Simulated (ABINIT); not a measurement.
Planning a run of ABINIT 10.8.3 on PtSe2 (P-3m1). The input:

```
acell 3*1.0 Angstrom
rprim 
  3.717306547987 0.000000000003 0.000000000000
  -1.858653273996 3.219281904210 0.000000000000
  0.000000000000 0.000000000000 5.820074020000
ntypat 2
znucl 78 34
natom 3
typat 1 2 2
xred 
  0.000000000000 0.000000000000 0.000000000000
  0.666666666667 0.333333333333 0.774611840000
  0.333333333333 0.666666666667 0.225388160000
pp_dirpath "pseudos"
pseudos "Pt.upf, Se.upf"
ecut 48
ngkpt 3 3 2
nshiftk 1
shiftk 0 0 0
kptopt 1
chksymbreak 0
istwfk *1
occopt 1
irdwfk 1
optdriver 4
nband 549
gwcalctyp 0
ecutsigx 48
symsigma 1
nkptgw 4
kptgw 
  0.0000000000 0.0000000000 0.0000000000
  0.3333333333 0.3333333333 0.0000000000
  0.3333333333 0.0000000000 0.5000000000
  0.0000000000 0.0000000000 0.5000000000
bdgw 
  31 35
  32 35
  32 35
  32 35
ecuteps 10.1
irdscr 1
ppmodel 1
indata_prefix "in"
outdata_prefix "out"
tmpdata_prefix "tmp"
```

```sh
OMP_NUM_THREADS=1 mpirun -n 4 abinit run.abi > log
```

Estimate wall time and host memory on 4 MPI ranks of Arm Neoverse V1, shared host.

It took 7 min; on shared hardware allow 3.5 min to 14 min. Peak host memory was 3.3 GiB.

[Paths, hosts, dates, memory and timing lines, banners, echoed tables and standing remarks are left out of the program output.]

[Logs are printed without paths, hosts, clocks, repeated set-up lines and the standing remarks that a program may print on its own settings, such as how far it seeks lower states.]

[Runs of the session that timed out or met a known fault of the program may be left out.]

[Hosts, paths, dates, database ids (printed as entryN), source tags and the programs' standing remarks are cut or masked in the printed files.]

[G0W0 gaps are taken among the corrected bands and points alone; a level outside them can change the order at an edge.]

[Where Ansatz stands beside ABINIT at settings called matched, ABINIT's density can come from a denser mesh and the files from another edition; pairs whose starting gaps differed by over 0.03 eV were left out, so agreement reads better than it is.]
